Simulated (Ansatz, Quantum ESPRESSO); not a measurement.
# Conductance against width: vacuum gaps between two Pb(100) faces, part 4 of 5

Wanted: T at the Fermi level along a series, and its decay constant, for vacuum gaps between two Pb(100) faces.

Quantum ESPRESSO 7.5; plane-wave DFT, PBE, GBRV ultrasoft pseudopotentials; cross-check by Ansatz 0.2.0 with PAW datasets.

So far. Step 6 (The open system, 6 Å): T goes from 0.175 to 0.0337, a factor of 5.2. Step 7 (Cross-check with Ansatz, 6 Å): Ansatz finds T = 0.0338 against pwcond's 0.0337.

### Step 9. Transmission with pwcond.x, 7 Å

Level of this step: transmission by pwcond, lead and junction from one cell; plane-wave DFT, PBE, GBRV ultrasoft pseudopotentials (Quantum ESPRESSO).

j2.cond.in reads:

```
&inputcond
  outdir = './out'
  prefixt = 'j2.scf'
  tran_file = 'j2.cond.dat'
  bdl = 1.4142135624
  bds = 9.7462650377
  ikind = 1
  ewind = 4.0
  epsproj = 1e-05
  nz1 = 7
  energy0 = 0.4
  denergy = -0.4
/
15
  0.00000000 0.00000000 0.01562500
  0.00000000 0.12500000 0.06250000
  0.00000000 0.25000000 0.06250000
  0.00000000 0.37500000 0.06250000
  0.00000000 0.50000000 0.03125000
  0.12500000 0.12500000 0.06250000
  0.12500000 0.25000000 0.12500000
  0.12500000 0.37500000 0.12500000
  0.12500000 0.50000000 0.06250000
  0.25000000 0.25000000 0.06250000
  0.25000000 0.37500000 0.12500000
  0.25000000 0.50000000 0.06250000
  0.37500000 0.37500000 0.06250000
  0.37500000 0.50000000 0.06250000
  0.50000000 0.50000000 0.01562500
3
```

On the command line:

```console
OMP_NUM_THREADS=1 mpirun -n 4 pwcond.x -in j2.cond.in > j2.cond.out
```

What it wrote:

```text
[banner, memory and clock lines left out]
Program PWCOND v.7.5 starts

     ./out/j2.scf.save/

[...]
negative rho (up, down):  1.860E-01 0.000E+00
     Reading collected, re-writing distributed wavefunctions

===== INPUT FILE containing all the regions =====

     GEOMETRY:

     lattice parameter (alat)  =       6.7213  a.u.
     the volume                =    2959.3326 (a.u.)^3
     the cross section         =      45.1756 (a.u.)^2
     l of the unit cell        =       9.7463 (alat)
     number of atoms/cell      =           12
[...]
-0.3799104  -0.0000115  -0.4000000
 Left moving states:
   k1(2pi/a)   k2(2pi/a)   E-Ef (eV)
   0.3799104  -0.0000115  -0.4000000
   0.3799104  -0.0000115  -0.4000000

 to transmit
 Band j to band i transmissions and reflections:
    j         i     |T_ij|^2    |R_ij|^2

    1 -->     1     0.00002     0.90248
    1 -->     2     0.00000     0.09750
   Total T_j, R_j =    0.00002  0.99998

    2 -->     1     0.00000     0.09750
    2 -->     2     0.00002     0.90248
   Total T_j, R_j =    0.00002  0.99998

E-Ef(ev), T(x2 spins) =   -0.4000000   0.0000756
   T_tot     0.40000      0.26274E-01
   T_tot     0.00000      0.12153E-01
   T_tot    -0.40000      0.95460E-02
```

Wall time 2.7 min (4 MPI ranks of Arm Neoverse N1, shared host); peak memory 0.29 GiB.

This step gave:

| Property | Result |
| --- | --- |
| transmission at the Fermi level, one spin | 0.006076 |
| conductance | 0.006076 G₀ |

Per spin; mean over the k mesh across the current. The transmission, zone mean by energy, zero at the Fermi level:

```csv
energy (eV),"transmission, zone mean"
-0.400,0.00477
0.000,0.00608
0.400,0.0131
```

At 0.000 eV; k in fractions of b1, b2. Transmission by k point:

```csv
k1,k2,weight,t,channels
0,0,0.01562,0.0271,1
0,0.125,0.0625,0.02059,1
0,0.25,0.0625,0.009128,2
0,0.375,0.0625,0.00387,2
0,0.5,0.03125,0,0
0.125,0.125,0.0625,0.01899,1
0.125,0.25,0.125,0.009889,2
0.125,0.375,0.125,0.003611,2
0.125,0.5,0.0625,0,0
0.25,0.25,0.0625,0.003989,2
0.25,0.375,0.125,0.002928,2
0.25,0.5,0.0625,0,0
0.375,0.375,0.0625,7.92e-4,2
0.375,0.5,0.0625,2.31e-4,2
0.5,0.5,0.01562,5.67e-5,2
```

T goes from 0.0337 to 0.00608, a factor of 5.5.

### Step 10. The same in Ansatz, 7 Å

Level of this step: plane-wave DFT, PBE, Ansatz PAW (Ansatz 0.2.0).

input.yaml reads:

```yaml
crystal:
  lattice:
    - [3.5567471094, 0.0, 0.0]
    - [0.0, 3.5567471094, 0.0]
    - [0.0, 0.0, 34.665]
  atoms:
    - { symbol: Pb, position: [0.0, 0.0, 0.0] }
    - { symbol: Pb, position: [0.5, 0.5, 0.072551565] }
    - { symbol: Pb, position: [0.0, 0.0, 0.14510313] }
    - { symbol: Pb, position: [0.5, 0.5, 0.2176546949] }
    - { symbol: Pb, position: [0.0, 0.0, 0.2902062599] }
    - { symbol: Pb, position: [0.5, 0.5, 0.3627578249] }
    - { symbol: Pb, position: [0.0, 0.0, 0.5646906101] }
    - { symbol: Pb, position: [0.5, 0.5, 0.6372421751] }
    - { symbol: Pb, position: [0.0, 0.0, 0.7097937401] }
    - { symbol: Pb, position: [0.5, 0.5, 0.7823453051] }
    - { symbol: Pb, position: [0.0, 0.0, 0.85489687] }
    - { symbol: Pb, position: [0.5, 0.5, 0.927448435] }
kpoints:
  mp_grid: { grid: [7, 7, 1] }
hamiltonian:
  xc: pbe
scf:
  occupations: { method: fermi_dirac, width: 0.1 }
  convergence: { dr2_threshold: 1.0e-08 }
output:
  transmission: { leads: [[0, 2]], e_range: [-0.4, 0.4], de: 0.4, kmesh: [8, 8] }
  write_potential: true
  write_density: true
  volumetric_format: npy
  elf: true
```

On the command line:

```console
ansatz run input.yaml --threads 4 --pin off --max-ram 8192MiB --backend cpu --events-out ev --progress --plain --runs-dir out
```

What it wrote:

```text
[...]
Crystal: 12 atoms, lattice volume = 438.528 Å³
Basis set: ecut = 420 eV, 8551 PW (Γ)
Bands: 101, of which v1, the nominal top of the filled ones, is band 84 counted from 1 (83 counted from 0)
Symmetry: 16 space group operations
[...]
k-points: 10 of 49
[...]
k-point 9: bands = [... 80 lower, 6.6672, 6.6839, 6.8663, 7.1200, 7.1465, 7.4498, 7.6783, 7.8513, ... 13 higher]
--- Transmission ---
  basis      : 109 plane waves across, 44 finite elements along
  points     : 15, standing for a mesh of 8 x 8
[...]
channels       : 1.546875e0 a spin
[...]
slowest decay  : 0.0711 /Å at (0.5000, 0.0000)
  junction   : crystal 0 to crystal 0, -0.56 to 29.08 Å
    transmission   : 5.765157e-3 a spin
[...]
[key lines of the parts left out:]
SCF converged after 8 iterations
Free energy (F): -142876.537057 eV
Fermi energy:    8.507268 eV
```

Elapsed: 42 s, on 4 threads; peak memory 1.3 GiB.

Numbers from this step:

* free energy: -142876.5371 eV
* energy at zero smearing: -142876.4174 eV
* smearing term TS: 0.2393 eV
* Fermi energy: 8.507 eV
* transmission at the Fermi level, one spin: 0.005765
* step of the lead's Hamiltonian over a period: 56.8 meV

Per spin; mean over the k mesh across the current. Transmission, zone mean against energy, zero at the Fermi level:

```csv
energy (eV),"transmission, zone mean"
-0.400,0.00452
0.000,0.00577
0.400,0.0121
```

Ansatz finds T = 0.00577 against pwcond's 0.00608.

### Step 11. Ground state, 8 Å

Level of this step: plane-wave DFT, PBE, GBRV ultrasoft pseudopotentials (Quantum ESPRESSO 7.5).

j3.scf.in reads:

```
&control
  prefix = 'j3.scf'
  outdir = './out'
  pseudo_dir = './pseudo'
  calculation = 'scf'
  tprnfor = .true.
/
&system
  ibrav = 0
  nat = 12
  ntyp = 1
  ecutwfc = 40
  ecutrho = 200
  occupations = 'smearing'
  smearing = 'mv'
  degauss = 0.01
/
&electrons
  conv_thr = 1e-07
  mixing_beta = 0.25
  electron_maxstep = 120
  mixing_mode = 'local-TF'
/
ATOMIC_SPECIES
  Pb  207.2000  pb_pbe_v1.uspp.F.UPF
CELL_PARAMETERS angstrom
  3.55674710936833 0.00000000000000 0.00000000000000
  0.00000000000000 3.55674710936833 0.00000000000000
  0.00000000000000 0.00000000000000 35.66500000000000
ATOMIC_POSITIONS crystal
  Pb  0.000000000000 0.000000000000 0.000000000000
  Pb  0.500000000000 0.500000000000 0.070517313893
  Pb  0.000000000000 0.000000000000 0.141034627786
  Pb  0.500000000000 0.500000000000 0.211551941680
  Pb  0.000000000000 0.000000000000 0.282069255573
  Pb  0.500000000000 0.500000000000 0.352586569466
  Pb  0.000000000000 0.000000000000 0.576896116641
  Pb  0.500000000000 0.500000000000 0.647413430534
  Pb  0.000000000000 0.000000000000 0.717930744427
  Pb  0.500000000000 0.500000000000 0.788448058320
  Pb  0.000000000000 0.000000000000 0.858965372214
  Pb  0.500000000000 0.500000000000 0.929482686107
K_POINTS automatic
  7 7 1 0 0 0
```

On the command line:

```console
OMP_NUM_THREADS=1 mpirun -n 4 pw.x -nk 2 -in j3.scf.in > j3.scf.out
```

What it wrote:

```text
[banner, memory and clock lines left out]
Program PWSCF v.7.5 starts
[...]
number of electrons       =       168.00
     number of Kohn-Sham states=          101
     kinetic-energy cutoff     =      40.0000  Ry
     charge density cutoff     =     200.0000  Ry
[...]
number of k points=    10  Marzari-Vanderbilt smearing, width (Ry)=  0.0100
[...]
Dense  grid:   145323 G-vectors     FFT dimensions: (  32,  32, 320)
[...]
Starting wfcs are  108 randomized atomic wfcs
     estimated scf accuracy    <       0.25091778 Ry
     estimated scf accuracy    <       0.18687743 Ry
     estimated scf accuracy    <       0.00311031 Ry
     estimated scf accuracy    <       0.00295270 Ry
     estimated scf accuracy    <       0.00052934 Ry
     estimated scf accuracy    <       0.00049541 Ry
     estimated scf accuracy    <       0.00001772 Ry
     estimated scf accuracy    <       0.00000492 Ry
     estimated scf accuracy    <       0.00000158 Ry
     estimated scf accuracy    <       0.00000016 Ry
[...]
the Fermi energy is     8.4074 ev
!    total energy              =   -1969.84330741 Ry
     estimated scf accuracy    <       0.00000004 Ry
     smearing contrib. (-TS)   =      -0.00028395 Ry
     internal energy E=F+TS    =   -1969.84302346 Ry
[...]
one-electron contribution =   -2542.81225675 Ry
     hartree contribution      =    1382.66068888 Ry
     xc contribution           =    -760.35276009 Ry
     ewald contribution        =     -49.33869549 Ry
     convergence has been achieved in  11 iterations
[...]
Total force =     0.021633     Total SCF correction =     0.000786
[...]
```

Wall time 4 min (4 MPI ranks); peak memory 0.92 GiB; 16 min of CPU time.

Numbers from this step:

* free energy: -26801.0835 eV
* Fermi energy: 8.407 eV

### Step 12. The open system, 8 Å

j3.cond.in is the input of step 9 with these lines changed:

```diff
@@ -2,6 +2,6 @@
   outdir = './out'
-  prefixt = 'j2.scf'
-  tran_file = 'j2.cond.dat'
+  prefixt = 'j3.scf'
+  tran_file = 'j3.cond.dat'
   bdl = 1.4142135624
-  bds = 9.7462650377
+  bds = 10.0274208155
   ikind = 1
```

On the command line:

```console
OMP_NUM_THREADS=1 mpirun -n 4 pwcond.x -in j3.cond.in > j3.cond.out
```

What it wrote:

```text
[banner, memory and clock lines left out]
Program PWCOND v.7.5 starts

     ./out/j3.scf.save/

[...]
negative rho (up, down):  1.873E-01 0.000E+00
     Reading collected, re-writing distributed wavefunctions

===== INPUT FILE containing all the regions =====

     GEOMETRY:

     lattice parameter (alat)  =       6.7213  a.u.
     the volume                =    3044.7021 (a.u.)^3
     the cross section         =      45.1756 (a.u.)^2
     l of the unit cell        =      10.0274 (alat)
     number of atoms/cell      =           12
[...]
-0.3799217  -0.0000109  -0.4000000
 Left moving states:
   k1(2pi/a)   k2(2pi/a)   E-Ef (eV)
   0.3799217  -0.0000109  -0.4000000
   0.3799217  -0.0000109  -0.4000000

 to transmit
 Band j to band i transmissions and reflections:
    j         i     |T_ij|^2    |R_ij|^2

    1 -->     1     0.00000     0.93169
    1 -->     2     0.00000     0.06831
   Total T_j, R_j =    0.00000  1.00000

    2 -->     1     0.00000     0.06831
    2 -->     2     0.00000     0.93169
   Total T_j, R_j =    0.00000  1.00000

E-Ef(ev), T(x2 spins) =   -0.4000000   0.0000038
   T_tot     0.40000      0.43321E-02
   T_tot     0.00000      0.21384E-02
   T_tot    -0.40000      0.15081E-02
```

Elapsed: 2.9 min, on 4 MPI ranks; peak memory 0.3 GiB.

This step gave:

- transmission at the Fermi level, one spin: 0.001069
- conductance: 0.001069 G₀

Per spin; mean over the k mesh across the current. Table of transmission, zone mean by energy, zero at the Fermi level:

```csv
energy (eV),"transmission, zone mean"
-0.400,7.5e-4
0.000,0.00107
0.400,0.00217
```

T goes from 0.00608 to 0.00107, a factor of 5.7.

### Step 13. The same in Ansatz, 8 Å

Level of this step: plane-wave DFT, PBE, Ansatz PAW (Ansatz 0.2.0).

input.yaml, the sections that differ from step 10:

```yaml
crystal:
  lattice:
    - [3.5567471094, 0.0, 0.0]
    - [0.0, 3.5567471094, 0.0]
    - [0.0, 0.0, 35.665]
  atoms:
    - { symbol: Pb, position: [0.0, 0.0, 0.0] }
    - { symbol: Pb, position: [0.5, 0.5, 0.0705173139] }
    - { symbol: Pb, position: [0.0, 0.0, 0.1410346278] }
    - { symbol: Pb, position: [0.5, 0.5, 0.2115519417] }
    - { symbol: Pb, position: [0.0, 0.0, 0.2820692556] }
    - { symbol: Pb, position: [0.5, 0.5, 0.3525865695] }
    - { symbol: Pb, position: [0.0, 0.0, 0.5768961166] }
    - { symbol: Pb, position: [0.5, 0.5, 0.6474134305] }
    - { symbol: Pb, position: [0.0, 0.0, 0.7179307444] }
    - { symbol: Pb, position: [0.5, 0.5, 0.7884480583] }
    - { symbol: Pb, position: [0.0, 0.0, 0.8589653722] }
    - { symbol: Pb, position: [0.5, 0.5, 0.9294826861] }
# kpoints, hamiltonian, scf, output: as in step 10
```

On the command line:

```console
ansatz run input.yaml --threads 4 --pin off --max-ram 8192MiB --backend cpu --events-out ev --progress --plain --runs-dir out
```

What it wrote:

```text
[...]
Crystal: 12 atoms, lattice volume = 451.178 Å³
Basis set: ecut = 420 eV, 8795 PW (Γ)
Bands: 101, of which v1, the nominal top of the filled ones, is band 84 counted from 1 (83 counted from 0)
Symmetry: 16 space group operations
[...]
k-points: 10 of 49
[...]
k-point 9: bands = [... 80 lower, 6.3253, 6.3422, 6.5242, 6.7779, 6.8040, 7.1072, 7.3365, 7.5101, ... 13 higher]
--- Transmission ---
  basis      : 109 plane waves across, 45 finite elements along
  points     : 15, standing for a mesh of 8 x 8
[...]
channels       : 1.546875e0 a spin
[...]
slowest decay  : 0.0710 /Å at (0.5000, 0.0000)
  junction   : crystal 0 to crystal 0, -0.56 to 30.08 Å
    transmission   : 9.410929e-4 a spin
[...]
[key lines of the parts left out:]
SCF converged after 8 iterations
Free energy (F): -142876.534653 eV
Fermi energy:    8.166461 eV
```

It took 46 s on 4 threads; peak memory 1.4 GiB; 2.8 min of CPU time.

Read from the output:

```
free energy                                  : -142876.5347 eV
energy at zero smearing                      : -142876.4152 eV
smearing term TS                             : 0.2388 eV
Fermi energy                                 : 8.166 eV
transmission at the Fermi level, one spin    : 9.41e-4
step of the lead's Hamiltonian over a period : 57.6 meV
```

Per spin; mean over the k mesh across the current. Transmission, zone mean against energy, zero at the Fermi level:

```csv
energy (eV),"transmission, zone mean"
-0.400,6.7e-4
0.000,9.4e-4
0.400,0.00188
```

Ansatz finds T = 9.4e-4 against pwcond's 0.00107.

### Step 14. Ground state, 9 Å

Level of this step: plane-wave DFT, PBE, GBRV ultrasoft pseudopotentials (Quantum ESPRESSO 7.5).

j4.scf.in reads:

```
&control
  prefix = 'j4.scf'
  outdir = './out'
  pseudo_dir = './pseudo'
  calculation = 'scf'
  tprnfor = .true.
/
&system
  ibrav = 0
  nat = 12
  ntyp = 1
  ecutwfc = 40
  ecutrho = 200
  occupations = 'smearing'
  smearing = 'mv'
  degauss = 0.01
/
&electrons
  conv_thr = 1e-07
  mixing_beta = 0.25
  electron_maxstep = 120
  mixing_mode = 'local-TF'
/
ATOMIC_SPECIES
  Pb  207.2000  pb_pbe_v1.uspp.F.UPF
CELL_PARAMETERS angstrom
  3.55674710936833 0.00000000000000 0.00000000000000
  0.00000000000000 3.55674710936833 0.00000000000000
  0.00000000000000 0.00000000000000 36.66500000000000
ATOMIC_POSITIONS crystal
  Pb  0.000000000000 0.000000000000 0.000000000000
  Pb  0.500000000000 0.500000000000 0.068594027001
  Pb  0.000000000000 0.000000000000 0.137188054002
  Pb  0.500000000000 0.500000000000 0.205782081004
  Pb  0.000000000000 0.000000000000 0.274376108005
  Pb  0.500000000000 0.500000000000 0.342970135006
  Pb  0.000000000000 0.000000000000 0.588435837993
  Pb  0.500000000000 0.500000000000 0.657029864994
  Pb  0.000000000000 0.000000000000 0.725623891995
  Pb  0.500000000000 0.500000000000 0.794217918996
  Pb  0.000000000000 0.000000000000 0.862811945998
  Pb  0.500000000000 0.500000000000 0.931405972999
K_POINTS automatic
  7 7 1 0 0 0
```

On the command line:

```console
OMP_NUM_THREADS=1 mpirun -n 4 pw.x -nk 2 -in j4.scf.in > j4.scf.out
```

What it wrote:

```text
[banner, memory and clock lines left out]
Program PWSCF v.7.5 starts
[...]
number of electrons       =       168.00
     number of Kohn-Sham states=          101
     kinetic-energy cutoff     =      40.0000  Ry
     charge density cutoff     =     200.0000  Ry
[...]
number of k points=    10  Marzari-Vanderbilt smearing, width (Ry)=  0.0100
[...]
Dense  grid:   149411 G-vectors     FFT dimensions: (  32,  32, 320)
[...]
Starting wfcs are  108 randomized atomic wfcs
     estimated scf accuracy    <       0.25081503 Ry
     estimated scf accuracy    <       0.18721371 Ry
     estimated scf accuracy    <       0.00336153 Ry
     estimated scf accuracy    <       0.00325227 Ry
     estimated scf accuracy    <       0.00071562 Ry
     estimated scf accuracy    <       0.00065012 Ry
     estimated scf accuracy    <       0.00002283 Ry
     estimated scf accuracy    <       0.00001089 Ry
     estimated scf accuracy    <       0.00000418 Ry
     estimated scf accuracy    <       0.00000041 Ry
[...]
the Fermi energy is     8.0776 ev
!    total energy              =   -1969.84326536 Ry
     estimated scf accuracy    <       0.00000008 Ry
     smearing contrib. (-TS)   =      -0.00027339 Ry
     internal energy E=F+TS    =   -1969.84299196 Ry
[...]
one-electron contribution =   -3301.07221125 Ry
     hartree contribution      =    1759.75356309 Ry
     xc contribution           =    -760.35265067 Ry
     ewald contribution        =     331.82830687 Ry
     convergence has been achieved in  11 iterations
[...]
Total force =     0.021743     Total SCF correction =     0.000684
[...]
```

The job ended after 4.1 min (4 MPI ranks; peak memory 1.1 GiB; 16 min of CPU time).

Numbers from this step:

```
free energy  : -26801.0830 eV
Fermi energy : 8.078 eV
```

(Continued in part 5 of 5.)

[Long decimals in the printed logs are rounded to 6 places.]

[Repeated lines of the later SCF iterations (solver, time, negative density, dipole) and banner, clock, host and MPI lines are left out of these logs without a mark at each place.]

[Logs are printed without paths, hosts, clocks, repeated set-up lines and the standing remarks that a program may print on its own settings, such as how far it seeks lower states.]

[Hosts, paths, dates, database ids (printed as entryN), source tags and the programs' standing remarks are cut or masked in the printed files.]

[Maps of the electrostatic potential energy from Ansatz leave out the sawtooth potential of an applied field or a dipole correction, so their vacuum need not be flat; planar profiles and work functions include it.]
